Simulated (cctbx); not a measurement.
## Lattice, Laue class and space group of a new crystal

Cell: a = 10.0269 Å, b = 4.0900 Å, c = 6.8750 Å, α = 90.00°, β = 131.83°, γ = 90.00°. Expected content of the cell: Yb4 Ni4 Ti4.

The data are simulated with cctbx, not measured: synchrotron X-rays, λ = 0.4959 Å, to d = 0.6 Å, 50 % of the full sphere, strongest reflection 40000 counts, noise from counting, a 6 % proportional error and a noise floor of 15 counts (s.d.); no absorption.

Tests on the unmerged data give:

```text
2050 reflections to d = 0.600 A
centring   violations  <I/sigma> of those
    A        463 of  1022      6.4
    B        463 of  1028      6.4
    C          0 of  1038      0.1
    I        465 of  1019      6.5
    R        619 of  1351      6.6
    F        463 of  1544      4.3
Laue class    unique    Rint  (classes that these axes allow; Friedel mates merged)
C 1 2/m 1         513   0.038
space group    extra absences  I>4sigma  <I/sigma>
C 1 2 1                 0          0         -  acentric
C 1 m 1                 0          0         -  acentric
C 1 2/m 1               0          0         -  centric
Wilson B = 1.03 A^2   <|E^2-1|> = 0.702 (0.968 centric, 0.736 acentric)   E^2>4: 0.0 %
shell (A)         n   <I/sigma>
 5.12 - 1.20     75     18.8
 1.20 - 0.95     64     18.2
 0.95 - 0.83     67     17.3
 0.83 - 0.76     64     16.0
 0.76 - 0.70     63     16.6
 0.70 - 0.66     57     14.9
 0.66 - 0.63     66     14.3
 0.63 - 0.60     57     15.8
```

Q: Read the symmetry from these tables.

The reflections that C centring forbids are absent (⟨I/σ⟩ near 0), so the lattice is C.

Only C 1 2/m 1 fits these axes (Rint 0.038); a search for a hidden higher lattice was not made.

3 settings pass the absence test. No glide or screw absences show, which leaves C 1 2 1, C 1 m 1 and C 1 2/m 1.

⟨|E²−1|⟩ = 0.702 leans to a non-centrosymmetric structure. Here that hint misleads: the statistic assumes many like atoms on general positions, and few, heavy or special-position atoms break it. The Wilson B of 1.03 Å² means U ≈ 0.0130 Å².

The true group is C2/m (no. 12), Laue class 2/m, centrosymmetric. The tables only narrow the choice to the tied entries; cell content, site symmetry and trial solutions must settle it.

The model was made for the exercise: a known structure type with other elements put in, its volume estimated, not relaxed; displacement parameters are assumed.

[Logs are printed without paths, hosts, clocks, repeated set-up lines and the standing remarks that a program may print on its own settings, such as how far it seeks lower states.]
